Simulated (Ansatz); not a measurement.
# Calculated records

## ZnSnN2 (Pna2_1): band gap by G0W0 on HSE06

It takes space group Pna2_1 (No. 33, orthorhombic). Conventional cell: a = 5.854 Å, b = 6.737 Å, c = 5.481 Å, α = 90.00°, β = 90.00°, γ = 90.00°. Zn has 4 N at 2.05 to 2.07 Å nearest. Sn has 4 N at 2.06 to 2.08 Å nearest. Nearest to N lie 2 Zn at 2.05 to 2.07 Å and 2 Sn at 2.07 to 2.08 Å. Nearest to N lie 2 Zn at 2.05 Å and 2 Sn at 2.06 to 2.07 Å. Farther neighbours and most contacts between anions are not listed.

```yaml
method: G0W0 on HSE06, plane waves, PAW; PAW set soft_1 (and 1 further level or step)
program: Ansatz 0.2.0
settings_of_one_run: cutoff 420 eV, 2×2×4 k-mesh, PAW set soft 1, empty bands 505, screening cutoff 102 eV, screening contour deformation, QP bands (v4, c4)
cost: 2 runs, 3.2 min in all on 1 × NVIDIA H100 80GB HBM3 (shared by 6 runs) with 2 threads of AMD EPYC 7R13 (Zen 3), shared host (the runs of this entry)
notes: In doubt: masses and optical values from hybrid runs of this build are listed as unsure (in some of the runs), which bears on the screening that GW takes from such a start. The cell and positions are those that the Materials Project relaxed with its own functionals (PBE, PBE+U or r2SCAN), kept fixed. Limits: d shell near the gap, gap tends to lie low; no spin-orbit coupling. The differences hold parts that these runs do not separate: finite bands, cutoffs and mesh, points of the zone that were not corrected, the start of G0W0, spin-orbit coupling missing from it, static nuclei, no electron-hole attraction, a cell that is not a measured one, and what each experiment reads as the gap. How much each gives is not known from the steps shown.
hse06_gap_over_mesh_and_listed_points: 1.331 eV, direct, at k = Γ
g0w0_hse06_gap_over_9_of_12_irreducible_mesh_points: 1.405 eV, direct, at k = Γ
gw_settings: 2×2×4 mesh, 505 empty bands, screening to 102 eV, PAW set soft_1 files
known_limits: finite bands, screening cutoff and k mesh; no spin-orbit coupling in G0W0; d shells not analysed
```

Over 9 of 12 irreducible mesh points the G0W0 gap is 1.405 eV, direct, at k = Γ. The HSE06 gap of this run on the mesh is 1.336 eV. The two states that bound the G0W0 gap lie that far apart at the start, so the correction of the gap is 1.405 − 1.336 = +0.069 eV. The valence state moves by 9.220 − 8.987 = +0.233 eV and the conduction state by 10.624 − 10.323 = +0.301 eV, on the run's own scale; how far single levels stand from their limit in bands is not shown.

[Paths, hosts, dates, memory and timing lines, banners, echoed tables and standing remarks are left out of the program output.]

[Logs are printed without paths, hosts, clocks, repeated set-up lines and the standing remarks that a program may print on its own settings, such as how far it seeks lower states.]

[Runs of the session that timed out or met a known fault of the program may be left out.]

[Cells called generated may have been cut or substituted from an entry of the Crystallography Open Database or the Materials Project.]

[Hosts, paths, dates, database ids (printed as entryN), source tags and the programs' standing remarks are cut or masked in the printed files.]
